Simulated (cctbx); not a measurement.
## What is wrong with this refinement?

Cell a = 11.1290 Å, b = 8.2330 Å, c = 9.6880 Å, α = 90.00°, β = 113.06°, γ = 90.00°; space group C2/c (no. 15).

The data are simulated with cctbx, not measured: synchrotron X-rays, λ = 0.6889 Å, to d = 0.77 Å, 50 % of the full sphere, strongest reflection 5000 counts, noise from counting, a 6 % proportional error and a noise floor of 15 counts (s.d.); no absorption, and some extinction, which the refinements don't model.

An anisotropic refinement with weights 1/σ² prints:

```text
Rint 0.075, 875 unique reflections to 0.77 A
cycle     R1     wR2    GooF  max shift (A)
   1  0.1140  0.2321   2.423   0.00638
   2  0.0856  0.1721   1.796   0.00001
final R1 0.0856 wR2 0.1721 GooF 1.796  parameters 29  data/parameter 30.2
atom        x        y        z      Ueq    occ   su(xyz)  su(Uiso or U11)
Ir1    0.00000  0.00000  0.50000   0.0047  1.000  0.00000  0.0007
Br1    0.75717  0.54472  0.63821   0.0128  1.000  0.00033  0.0013
Br2    0.98613  0.30712  0.54789   0.0267  1.000  0.00038  0.0020
Br3    0.00000  0.85178  0.75000   0.0101  1.000  0.00043  0.0017
difference map: max 32.00 min -4.01 rms 1.30
Q1    0.0000  0.4779  0.2500    4   33.31  2.49 A from Br1
Q2    0.0213  0.0450  0.0146    8    4.48  0.43 A from Ir1
Q3    0.0230  0.3270  0.2100    8    3.95  1.57 A from Br3
Q4    0.0587  0.4685  0.8580    8    3.42  1.79 A from Br2
Q5    0.0076  0.3260  0.6228    8    3.32  0.69 A from Br2
Q6    0.1157  0.3434  0.0069    8    3.31  1.09 A from Br2
```

Q: Accept it or mend it, and why?

Mend it. The fault: an atom left out, Mg at (0, 0.4742, 1/4). Against the right model at the same level, R1 goes from 0.0427 to 0.0856 and GooF from 0.95 to 1.80 and the top difference peak, 33.3 e/Å³, lies 2.49 Å from Br1. Q1 is the missing atom. With scattering power missing, scale and phases suffer, so peaks may also grow on the heavy atoms.

The compound is MgIrBr5. The right model at the same level gives:

```text
Rint 0.075, 875 unique reflections to 0.77 A
cycle     R1     wR2    GooF  max shift (A)
   1  0.0805  0.1770   1.853   0.00733
   2  0.0427  0.0912   0.955   0.00001
final R1 0.0427 wR2 0.0912 GooF 0.955  parameters 34  data/parameter 25.7
atom        x        y        z      Ueq    occ   su(xyz)  su(Uiso or U11)
Ir1    0.00000  0.00000  0.50000   0.0060  1.000  0.00000  0.0003
Br1    0.75743  0.54458  0.63841   0.0149  1.000  0.00017  0.0007
Br2    0.98618  0.30711  0.54799   0.0282  1.000  0.00020  0.0011
Br3    0.00000  0.85111  0.75000   0.0109  1.000  0.00023  0.0009
Mg1    0.00000  0.47457  0.25000   0.0131  1.000  0.00080  0.0036
difference map: max 3.67 min -3.39 rms 0.87
Q1    0.1667  0.1085  0.3199    8    3.76  1.74 A from Br3
Q2    0.1004  0.1061  0.5315    8    3.27  1.36 A from Ir1
Q3    0.0000  0.3221  0.7500    4    3.17  1.67 A from Mg1
Q4    0.0364  0.0977  0.0407    8    3.13  0.92 A from Ir1
Q5    0.1347  0.4574  0.6345    8    3.13  1.97 A from Br2
Q6    0.1954  0.3584  0.4377    8    3.13  1.33 A from Br1
```

The model was made for the exercise: a known structure type with other elements put in, its volume estimated, not relaxed; displacement parameters are assumed.

[Middle refinement cycles are left out of these outputs.]

[Logs are printed without paths, hosts, clocks, repeated set-up lines and the standing remarks that a program may print on its own settings, such as how far it seeks lower states.]
